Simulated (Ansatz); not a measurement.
**Sr2Hf (built on the HfBe2 structure): following an unstable mode**

Aim: this structure of Sr2Hf (built on the HfBe2 structure) is to be tested for unstable modes, and one is followed downhill.

Main program and level: Ansatz 0.2.0; DFT PBEsol, scalar-relativistic, plane waves, PAW.

The structure was built from a prototype and need not be the compound's stable phase.

## Step 1: Set-up

The structure is hexagonal, space group P6/mmm (No. 191). Conventional cell: a = 5.887 Å, b = 5.887 Å, c = 3.313 Å, α = 90.00°, β = 90.00°, γ = 120.00°. Nearest to Hf lie 2 Hf at 3.31 Å. Nearest to Sr lie 5 Sr at 3.31 to 3.40 Å. Farther neighbours, and contacts between anions beyond the nearest, are not listed.

## Step 2: The dispersion

Stability and thermal properties need the whole zone. Linear response on a 2×2×4 q mesh gives force constants as far as a supercell of that size would.

File input.yaml:

```yaml
crystal:
  lattice:
    - [5.8871168484, 0.0, 0.0]
    - [-2.9435584242, 5.0983927457, 0.0]
    - [0.0, 0.0, 3.3132417562]
  atoms:
    - { symbol: Hf, position: [0.0, 0.0, 0.0] }
    - { symbol: Sr, position: [0.3333333333, 0.6666666667, 0.5] }
    - { symbol: Sr, position: [0.6666666667, 0.3333333333, 0.5] }
kpoints:
  mp_grid: { grid: [10, 10, 12] }
hamiltonian:
  xc: pbesol
scf:
  occupations: { method: methfessel_paxton, width: 0.2 }
output:
  eigenvalues: true
phonons:
  method: dfpt
  qmesh: [2, 2, 4]
  temperatures: { t_max: 1000, t_step: 50 }
  qpath:
    path:
      - [[0.0, 0.0, 0.0], [0.5, 0.0, 0.0], [0.33333333, 0.33333333, 0.0], [0.0, 0.0, 0.0], [0.0, 0.0, 0.5], [0.5, 0.0, 0.5], [0.33333333, 0.33333333, 0.5], [0.0, 0.0, 0.5]]
      - [[0.5, 0.0, 0.5], [0.5, 0.0, 0.0]]
      - [[0.33333333, 0.33333333, 0.5], [0.33333333, 0.33333333, 0.0]]
    npoints: 10
```

The run is started by

```bash
$ ansatz run input.yaml --threads 8 --pin off --max-ram 14336MiB --backend cpu --events-out ev --progress --plain --runs-dir out
```

What it wrote:

```text
Warning: phonons: the dynamical matrix that this run interpolates holds no multipole term above the dipole-dipole one, and a site of this crystal is no centre of inversion, so its interpolated transverse optical and acoustic branches and sound speeds can stay off near Gamma, and the density of states and the thermodynamics with them. What a run solves at a wave vector of phonons.qpoints, Gamma apart, where the deck admits one, is free of this, and under fd what a larger phonons.supercell samples
Engine: ansatz 0.2.0, x86_64-unknown-linux-gnu
Pseudopotentials: kind: paw
Pseudopotential: Hf, paw, valence charge 26, recommended cutoff 420 eV (normal), Hf.paw.azcp
Pseudopotential: Sr, paw, valence charge 10, recommended cutoff 420 eV (normal), Sr.paw.azcp
Functional definition: PBEsol
  exchange = pbesol_x
  correlation = pbesol_c
Crystal: 3 atoms, lattice volume = 99.446 Å³
Basis set: ecut = 420 eV, 1955 PW (Γ), exchange–correlation on 80×80×48 points (8 copies of the dense FFT grid, shifted against one another)
Bands: 28, of which v1, the nominal top of the filled ones, is band 23 counted from 1 (22 counted from 0)
Symmetry: 24 space group operations
k-points: 98 of 1200
Non-local potential: Hf, projectors of the file, l = 0: 3, l = 1: 2, l = 2: 2, l = 3: 3
Non-local potential: Sr, projectors of the file, l = 0: 3, l = 1: 2, l = 2: 2
PAW form: soft (Blöchl's): semilocal exchange-correlation on the pseudo side does not see the compensation charge
PAW frozen core: Hf, regenerated for the run's functional, and the local potential with it (the file was generated under x = pbe(κ = 0.804, μ = 0.219515), c = pbe(β = 0.066725))
PAW frozen core: Sr, regenerated for the run's functional, and the local potential with it (the file was generated under x = pbe(κ = 0.804, μ = 0.219515), c = pbe(β = 0.066725))
PAW one-centre angular grid: Hf, 590 points (default); XC on 64 Gauss nodes
PAW one-centre angular grid: Sr, 110 points (default); XC on 64 Gauss nodes
Initial density: superposition of atomic densities (neutral atoms: chi_scale 0, normalization atom), corrected by the library's trained network
Initial wavefunctions: pseudopotential atomic-orbital guess
Functional: x = pbesol(κ = 0.804, μ = 0.123457), c = pbesol(β = 0.046)
SCF iter   1: F=—  HF=-22580.272179 eV  |F-HF|=—  |Δ(HF+E_count)|=         —  Δρ=4.51e-3  dr2=2.52e-2  ethr=1.77e-3  ⟨swp⟩=7.0  Hψ=12801  notcnv=0
preconditioner: auto → Kerker (q_TF=auto, 2.399 Å⁻¹)  [metal: Δε(μ)=0.005 eV  Ē_g=12.888 eV  σ=0.200 eV  W_gap=0.02  n_scr=26 (ndim 8)  ℏωp=21.7 eV  f_vac=0.000  D(μ)=7.29/eV (n_scr^D=68)]
SCF iter   2: F=—  HF=-22580.272653 eV  |F-HF|=—  |Δ(HF+E_count)|=   4.74e-4  S|Δr|=    0.00e0  Δρ=2.84e-3  dr2=1.26e-2  ethr=5.49e-5  ⟨swp⟩=1.5  Hψ=3619  notcnv=0
SCF iter   3: F=—  HF=-22580.271362 eV  |F-HF|=—  |Δ(HF+E_count)|=   1.29e-3  S|Δr|=    0.00e0  Δρ=6.60e-4  dr2=3.47e-4  ethr=2.75e-5  ⟨swp⟩=2.0  Hψ=4458  notcnv=0
SCF iter   4: F=—  HF=-22580.271049 eV  |F-HF|=—  |Δ(HF+E_count)|=   3.13e-4  S|Δr|=    0.00e0  Δρ=4.07e-4  dr2=2.29e-4  ethr=7.55e-7  ⟨swp⟩=2.3  Hψ=5062  notcnv=0
SCF iter   5: F=—  HF=-22580.271023 eV  |F-HF|=—  |Δ(HF+E_count)|=   2.62e-5  S|Δr|=    0.00e0  Δρ=1.60e-4  dr2=6.77e-5  ethr=4.98e-7  ⟨swp⟩=2.0  Hψ=3877  notcnv=0
SCF iter   6: F=—  HF=-22580.271015 eV  |F-HF|=—  |Δ(HF+E_count)|=   7.70e-6  S|Δr|=    0.00e0  Δρ=5.45e-5  dr2=7.99e-6  ethr=1.47e-7  ⟨swp⟩=2.0  Hψ=3665  notcnv=0
SCF iter   7: F=—  HF=-22580.271007 eV  |F-HF|=—  |Δ(HF+E_count)|=   7.58e-6  S|Δr|=    0.00e0  Δρ=1.32e-5  dr2=2.49e-7  ethr=1.74e-8  ⟨swp⟩=2.1  Hψ=3833  notcnv=0
SCF iter   8: F=—  HF=-22580.271010 eV  |F-HF|=—  |Δ(HF+E_count)|=   2.96e-6  S|Δr|=    0.00e0  Δρ=2.68e-6  dr2=6.76e-9  ethr=5.42e-10  ⟨swp⟩=2.4  Hψ=4594  notcnv=0
SCF iter   9: F=—  HF=-22580.271010 eV  |F-HF|=—  |Δ(HF+E_count)|=  3.46e-10  S|Δr|=    0.00e0  Δρ=6.94e-7  dr2=5.16e-10  ethr=1.47e-11  ⟨swp⟩=2.2  Hψ=5005  notcnv=0
SCF iter  10: F=—  HF=-22580.271010 eV  |F-HF|=—  |Δ(HF+E_count)|=  2.91e-11  S|Δr|=    0.00e0  Δρ=1.72e-7  dr2=3.88e-11  ethr=1.12e-12  ⟨swp⟩=2.3  Hψ=4365  notcnv=0
SCF iter  11: F=-22580.271010 eV  HF=-22580.271010 eV  |F-HF|=7.28e-12  |Δ(HF+E_count)|=    0.00e0  S|Δr|=    0.00e0  Δρ=3.81e-8  dr2=1.41e-12  ethr=1.00e-12  ⟨swp⟩=6.2  Hψ=14068  notcnv=0
the search or the solves at the SCF's close seem to have found levels that the self-consistency loop had missed (the run counts 1). By its estimate they hold under 1e-12 electrons; where the run keeps them, the occupations were computed again with them
SCF 1 converged in 11 iterations: F = -22580.271010 eV  dr2 = 1.41e-12
  greatest PAW one-centre occupation: 0.998 electrons in one spin orbital (limit 2), on the Hf atom at site 0 (counted from 0), in its partial waves of l = 3
Initial density: read from a saved state, or passed on in memory by an earlier SCF of this step, an earlier step, the calling program or the single point that the run made first
iter 1 solved again at ethr=4.63e-7 eV; its pass at ethr=3.10e-3 eV (dr2=2.13e-4 eV) is discarded
SCF iter   1: F=—  HF=-22580.271007 eV  |F-HF|=—  |Δ(HF+E_count)|=         —  Δρ=1.05e-6  dr2=1.75e-9  ethr=4.63e-7  ⟨swp⟩=3.4  Hψ=21014  notcnv=0
eigensolver tolerance schedule: the retry pair's looser diagonalisation over-reported the residual by 121654.75 of it (diagonalisation noise at an unbounded share of the residual, at the tolerance the schedule requests for it); recorded, not acted on — ethr = c·dr2/N_el stays at c = 1.0e-1
preconditioner: auto → Kerker (q_TF=auto, 2.399 Å⁻¹)  [metal: Δε(μ)=0.014 eV  Ē_g=12.863 eV  σ=0.200 eV  W_gap=0.06  n_scr=26 (ndim 8)  ℏωp=21.7 eV  f_vac=0.000  D(μ)=7.42/eV (n_scr^D=68)]
SCF iter   2: F=—  HF=-22580.271010 eV  |F-HF|=—  |Δ(HF+E_count)|=   3.81e-6  S|Δr|=    0.00e0  Δρ=7.99e-7  dr2=1.44e-9  ethr=3.80e-12  ⟨swp⟩=4.6  Hψ=9780  notcnv=0
SCF iter   3: F=—  HF=-22580.271010 eV  |F-HF|=—  |Δ(HF+E_count)|=  3.27e-10  S|Δr|=    0.00e0  Δρ=4.14e-7  dr2=3.25e-10  ethr=3.12e-12  ⟨swp⟩=2.0  Hψ=3688  notcnv=0
SCF iter   4: F=—  HF=-22580.271010 eV  |F-HF|=—  |Δ(HF+E_count)|=  2.91e-11  S|Δr|=    0.00e0  Δρ=2.78e-7  dr2=1.30e-10  ethr=1.00e-12  ⟨swp⟩=1.0  Hψ=2744  notcnv=0
SCF iter   5: F=—  HF=-22580.271010 eV  |F-HF|=—  |Δ(HF+E_count)|=  2.18e-11  S|Δr|=    0.00e0  Δρ=1.51e-7  dr2=3.19e-11  ethr=1.00e-12  ⟨swp⟩=1.0  Hψ=2744  notcnv=0
SCF iter   6: F=-22580.271010 eV  HF=-22580.271010 eV  |F-HF|=7.28e-12  |Δ(HF+E_count)|=  7.28e-12  S|Δr|=    0.00e0  Δρ=8.70e-8  dr2=9.00e-12  ethr=1.00e-12  ⟨swp⟩=2.5  Hψ=7347  notcnv=0
SCF 2 converged in 6 iterations: F = -22580.271010 eV  dr2 = 9.00e-12
phonons: the bands overlap, so this run is a metal and interpolates without the dipole-dipole term. If the crystal is really an insulator or semiconductor, its LO-TO splitting is missing
NSCF: frozen V_eff on 98 k-points
WARN: eigensolver did not converge in 7 slots of this pass, the one above among them; of largest residual over every band (k=12): 1 band(s) unlocked (lowest unlocked band 27, counted from 0; max residual 4.70e-2 eV among the unlocked bands, 4.70e-2 eV over every band); of lowest unlocked band (k=11): band 27
NSCF: frozen V_eff on 217 k-points
DFPT response loops at q = (0, 0, 0) (fractional): preconditioner auto → Kerker (q_TF=auto, 2.399 Å⁻¹) (partly filled bands, converged f_vac=0.000); β = 1.00, the filter's whole step (`scf.mixing.beta` (0.50) is not read by the response loops under this deck's `scf.mixing.preconditioner`; to damp them name `kerker` or `kerker_dos`, under which they read `scf.mixing.beta`, and type it under 1.00, their step now; both keys bind the ground state too); Broyden in place of MSR1
NSCF: frozen V_eff on 744 k-points
DFPT response loops at q = (0, 0, 0.25) (fractional): mixed as the last ones told, above
NSCF: frozen V_eff on 434 k-points
DFPT response loops at q = (0, 0, -0.5) (fractional): mixed as the last ones told, above
NSCF: frozen V_eff on 434 k-points
DFPT response loops at q = (0, -0.5, 0) (fractional): mixed as the last ones told, above
NSCF: frozen V_eff on 744 k-points
DFPT response loops at q = (0, -0.5, 0.25) (fractional): mixed as the last ones told, above
NSCF: frozen V_eff on 434 k-points
DFPT response loops at q = (0, -0.5, -0.5) (fractional): mixed as the last ones told, above
SCF converged after 11 iterations
Stability not checked: this state was not tested for a lower state beside it, because cold or Methfessel-Paxton smearing, or corrected tetrahedra, fill the levels in a way that the test cannot read (fill_not_monotonic; see scf.lower_state_search)
Free energy (F): -22580.271010 eV
Harris-Foulkes:  -22580.271010 eV  (|F-HF|=7.28e-12)
Internal energy: -22580.256522 eV  (E = F + TS)
E sigma→0 (E₀):  -22580.267388 eV
Entropy (-TS):   -0.014488 eV (-4.829 meV/atom)
Fermi energy:    10.185853 eV
--- Per-component energies (eV) ---
  E_band       = -381.058113
  E_kinetic    = 911.706055
  E_local      = -8536.249731  (includes V_loc(G=0)·N_el)
  E_nonlocal   = -831.875068
  E_hartree    = 3660.661966
  E_xc         = -638.013721
  E_vxc        = -585.056980  (∫ρ·V_xc dr)
  E_paw        = -12094.854360  (= ΣΔE_a)
  E_vpaw       = 1339.093744  (= ΣTr[D̂ρ^β])
  E_aug_tail   = -0.000004  (compensation charges beyond the density's cutoff)
  E_ewald      = -5053.151445
  E_core_change = 1.519786  (= ΣΔE_core)
  E_smearing   = -0.014488  (= −TS)
  E_closure    = -0.000000  (closes the sum)
  Σ components = -22580.271010   (vs F -22580.271010, Δ=0.00e0)
--- Band table (eV; the first three rows and the last of 98) ---
  k-point 0: bands = [... 19 lower, 5.3000, 8.9802, 10.2917, 10.2917, 10.2974, 10.2974, 11.4362, 11.9094, ... 1 higher]
  k-point 1: bands = [... 19 lower, 5.4441, 9.1647, 10.2397, 10.2397, 10.2533, 10.2533, 11.7101, 12.0876, ... 1 higher]
  k-point 2: bands = [... 19 lower, 5.8569, 9.6633, 10.0925, 10.0925, 10.1169, 10.1169, 12.5013, 12.5812, ... 1 higher]
  k-point 97: bands = [... 19 lower, 8.2549, 9.3589, 9.5685, 10.2372, 10.3968, 10.5277, 11.3744, 11.3819, ... 1 higher]
--- Phonons (Γ-DFPT): 4 representative perturbations + reference (Σ response iterations 12) ---
  ASR residual: 4.618e-5 → 0.000e0 eV/Å²; symmetrization residual: 1.548e-5 eV/Å²
  ASR residual per site (eV/Å²): 4.62e-5 2.35e-5 2.35e-5
  Γ frequencies (cm⁻¹): 0.00 0.00 0.00 24.84 77.84 77.84 87.96 131.70 131.70
--- Phonons (arbitrary-q DFPT): 6 irreducible q on the 2×2×4 mesh ---
  q = [0.0000, 0.0000, 0.0000] (star 1, of the zone-centre solve; hermiticity 9.42e-6, symmetrization 1.60e-11): -0.00 0.00 0.00 24.84 77.84 77.84 87.96 131.70 131.70
  q = [0.0000, 0.0000, 0.2500] (star 2, 4 solved perturbations in 1080 linear systems a pass and spin channel, the states on 372 of 1200 k-point pairs; hermiticity 3.52e-6, symmetrization 1.32e-11): 23.19 27.41 27.41 67.66 67.66 106.97 107.43 129.29 129.29
  q = [0.0000, 0.0000, -0.5000] (star 1, 4 solved perturbations in 630 linear systems a pass and spin channel, the states on 217 of 1200 k-point pairs; hermiticity 2.90e-8, symmetrization 1.51e-8): 25.83 41.58 41.58 56.42 56.42 126.76 126.76 150.65 152.28
  q = [0.0000, -0.5000, 0.0000] (star 3, 6 solved perturbations on 217 of 1200 k-point pairs; hermiticity 4.20e-5, symmetrization 8.34e-6): 25.17 33.32 35.88 41.34 43.01 61.74 75.09 117.79 131.59
  q = [0.0000, -0.5000, 0.2500] (star 6, 6 solved perturbations on 372 of 1200 k-point pairs; hermiticity 3.05e-5, symmetrization 8.28e-6): 20.89 25.56 26.29 45.23 59.86 100.11 104.98 112.11 129.54
  q = [0.0000, -0.5000, -0.5000] (star 3, 6 solved perturbations on 217 of 1200 k-point pairs; hermiticity 9.49e-6, symmetrization 2.67e-6): -39.74 -26.28 26.13 37.44 45.33 92.96 122.84 144.98 147.84
  sum rule: each row above includes the acoustic sum rule's correction from the zone centre's row sums; it moved no ω² by more than (0.27 cm⁻¹)²
  mesh force constants: q→R imaginary residual 6.60e-18; ASR residual 4.618e-5 → 0.000e0 eV/Å²; symmetrization residual 1.776e-15 eV/Å²
  interpolated dispersion: 93 rows × 9 modes
  density of states and harmonic sums: on the 12×12×20 q-mesh, interpolated from the force constants of a 2×2×4 supercell (no non-analytic term)
  largest difference from the sums on the solved wave vectors: F 1.88e-2 eV, S 3.15e-5 and C_V 1.27e-5 eV/K
  zero-point energy: 0.038319 eV/cell   skipped modes (ω ≤ 0): 145, of them read as no rigid motion or as one in doubt: 142 (7.090e-1 modes/cell left out, lowest -44.37 cm⁻¹)   left out of the sums: 7.89e-2 of the cell's modes: C_V's classical limit lies that fraction below 3 k_B per atom; for a crystal, a wire or a layer, F and S can be off by more, and a phonons.interpolated_qmesh denser along its periods is the remedy for the sampling
```

Elapsed: 3.2 min, on 8 threads of Intel Xeon Platinum 8488C (Sapphire Rapids), shared host; peak memory 2.7 GiB; 24 min of CPU time.

Reading the cycles: dr2 is the Hartree energy of the density residual (eV), the measure of convergence; HF is the Harris–Foulkes estimate of the energy, which meets the free energy F at convergence.

Read from the output:

```
volume per atom                                         : 33.15 Å³
gap on the k-mesh                                       : 0 eV
sum-rule residual before enforcement                    : 4.62e-5 eV/Å²
lowest frequency on the path                            : -44.37 cm⁻¹
point group                                             : 6/mmm
highest frequency on path, mesh or solved points        : 152.3 cm⁻¹
highest optical mode at the zone centre (no LO-TO term) : 131.7 cm⁻¹
lowest optical zone-centre mode                         : 24.84 cm⁻¹
lowest mode on the q mesh (acoustic modes at Γ apart)   : -39.74 cm⁻¹
```

Frequencies (cm⁻¹) solved at each irreducible wavevector; negative means imaginary. Frequencies by wavevector, by row:

```tsv
q in reciprocal lattice units	star	mode 1	mode 2	mode 3	mode 4	mode 5	mode 6	mode 7	mode 8	mode 9
0 0 0	1	0	0	0	24.8	77.8	77.8	88	131.7	131.7
0 0 0.25	2	23.2	27.4	27.4	67.7	67.7	107	107.4	129.3	129.3
0 0 -0.5	1	25.8	41.6	41.6	56.4	56.4	126.8	126.8	150.7	152.3
0 -0.5 0	3	25.2	33.3	35.9	41.3	43	61.7	75.1	117.8	131.6
0 -0.5 0.25	6	20.9	25.6	26.3	45.2	59.9	100.1	105	112.1	129.5
0 -0.5 -0.5	3	-39.7	-26.3	26.1	37.4	45.3	93	122.8	145	147.8
```

Interpolated from a 2×2×4 q mesh. Phonon branches along the path, in cm⁻¹:

```tsv
point	branch 1	branch 2	branch 3	branch 4	branch 5	branch 6	branch 7	branch 8	branch 9
Γ	0	0	0	25	78	78	88	132	132
halfway	14	15	30	34	66	72	78	125	132
M	25	33	36	41	43	62	75	118	132
halfway	29	30	34	37	41	59	84	111	134
K	27	31	31	39	39	54	98	98	135
halfway	13	19	31	36	61	74	75	122	133
Γ	0	0	0	25	78	78	88	132	132
halfway	23	27	27	68	68	107	107	129	129
A	26	42	42	56	56	127	127	151	152
halfway	-4	28	35	40	51	111	125	148	150
L	-40	-26	26	37	45	93	123	145	148
halfway	-34	-33	-28	36	60	90	121	145	147
H	-44	-29	-11	-11	78	78	119	146	146
halfway	-14	21	22	46	47	108	124	147	150
A	26	42	42	56	56	127	127	151	152
jump to L	-40	-26	26	37	45	93	123	145	148
halfway	21	26	26	45	60	100	105	112	130
M	25	33	36	41	43	62	75	118	132
jump to H	-44	-29	-11	-11	78	78	119	146	146
halfway	-31	25	32	32	89	89	105	105	131
K	27	31	31	39	39	54	98	98	135
```

The phonon branches as a text plot (rows in cm⁻¹):

```
    148 |                      ******************
    140 |                                       **       **
    132 |**********************                   *******  ******
    124 |  **        *       * ********** *********      **
    115 |    ***   **                    *   *     ******  *
    107 |       * *         *      *        *       *       *
     99 |        *         *        *      *     ****        ****
     91 |*      * *    ** **         ***  *     *           *
     83 | **   *   * **  *              *                *** *
     74 |******     ********             *           ****     *
     66 |  * *     ***      **          * *          **
     58 |   * ***** *         *****    *   *  **   ** ***      *
     50 |    *     *     *        ***       ***  ***   *       **
     42 |     *****            *********     *****  *****     *
     33 |  ***********    *  **    ***    ** *       ****  ****
     25 |*** ****** ****** **  *** * *  *   * ***********   *  **
     17 |   *      ***    *  **   *   *     *      **     *    *
      9 |***         *** *                   *     *       *
      1 |*             **
     -8 |                          *     *               *    *
    -16 |                                   *     *
    -24 |                           ****  **    **       **  *
    -32 |                               ** *     *          *
    -40 |                            ******     *        ***
         Γ    M  K      Γ       A     L  H    A|L      M|H      K
```

Symmetry leaves 6 wavevectors to solve. The lowest mode among them, the acoustic zeros apart, lies at q = (0, -0.5, -0.5) and is imaginary, 39.7i cm⁻¹, so the energy falls along it. Between them the interpolated path dips to 44i cm⁻¹.

## Step 3: The mode frozen in, largest atomic shift 0 Å

The mode followed lies at q = (0, -0.5, -0.5) with frequency 39.7i cm⁻¹, the softest among the wavevectors solved. At small amplitude the pattern taken leaves space group no. 74 by a symmetry search on the positions. The undistorted cell that holds it gives the zero of energy on the same k mesh.

System of this step: Sr2Hf (built on the HfBe2 structure). The structure is hexagonal, space group P6/mmm (No. 191). The conventional cell has a = 5.887 Å, b = 5.887 Å, c = 3.313 Å, α = 90.00°, β = 90.00°, γ = 120.00°. Nearest to Hf lie 2 Hf at 3.31 Å. Nearest to Sr lie 5 Sr at 3.31 to 3.40 Å. Farther neighbours, and contacts between anions beyond the nearest, are not listed.

File input.yaml:

```yaml
crystal:
  lattice:
    - [-5.8871168484, 0.0, 0.0]
    - [0.0, 0.0, -6.6264835124]
    - [-2.9435584242, -5.0983927457, -3.3132417562]
  atoms:
    - { symbol: Hf, position: [0.0, 0.5, 1.0] }
    - { symbol: Hf, position: [0.0, 0.0, 1.0] }
    - { symbol: Sr, position: [0.3333333333, 0.5833333333, 0.3333333333] }
    - { symbol: Sr, position: [0.3333333333, 0.0833333333, 0.3333333333] }
    - { symbol: Sr, position: [0.6666666667, 0.4166666667, 0.6666666667] }
    - { symbol: Sr, position: [0.6666666667, 0.9166666667, 0.6666666667] }
kpoints:
  mp_grid: { grid: [8, 8, 8] }
hamiltonian:
  xc: pbesol
scf:
  occupations: { method: methfessel_paxton, width: 0.2 }
output:
  forces: true
  stress: true
  eigenvalues: true
```

What it wrote:

```text
[...]
Crystal: 6 atoms, lattice volume = 198.893 Å³
Basis set: ecut = 420 eV, 3887 PW (Γ), exchange–correlation on 80×90×96 points (8 copies of the dense FFT grid, shifted against one another)
Bands: 56, of which v1, the nominal top of the filled ones, is band 46 counted from 1 (45 counted from 0)
Symmetry: 16 space group operations
[...]
k-points: 95 of 512
[...]
k-point 0: bands = [... 42 lower, 9.7037, 9.7487, 10.2916, 10.2917, 10.2972, 10.2972, 10.6247, 10.7572, ... 6 higher]
  k-point 1: bands = [... 42 lower, 9.6651, 9.6765, 9.9782, 10.2220, 10.2361, 10.3312, 10.4596, 10.4998, ... 6 higher]
  k-point 2: bands = [... 42 lower, 9.4538, 9.5356, 9.5763, 9.8097, 10.1411, 10.1635, 10.2712, 10.6570, ... 6 higher]
  k-point 94: bands = [... 42 lower, 9.5631, 9.5631, 10.1221, 10.1221, 10.6578, 10.6578, 10.8473, 10.8473, ... 6 higher]
[key lines of the parts left out:]
SCF converged after 9 iterations
Free energy (F): -45160.543135 eV
Fermi energy:    10.185794 eV
P = ⅓ Tr σ = -0.0054 GPa (-0.054 kbar)
```

Elapsed: 5.1 s, on 8 threads; peak memory 1.3 GiB; 37 s of CPU time.

Read from the output:

| Item | Value |
| --- | --- |
| pressure | -0.005422 GPa |
| energy from the undistorted cell | 0 meV/atom |

The run ends at a pressure of -0.01 GPa.

[end of part 1 of 2]

[Long decimals in the printed logs are rounded to 6 places.]

[Logs are printed without paths, hosts, clocks, repeated set-up lines and the standing remarks that a program may print on its own settings, such as how far it seeks lower states.]

[Hosts, paths, dates, database ids (printed as entryN), source tags and the programs' standing remarks are cut or masked in the printed files.]

[Where the starting crystal was built by hand or by swapping elements, it need not be the compound's stable phase.]
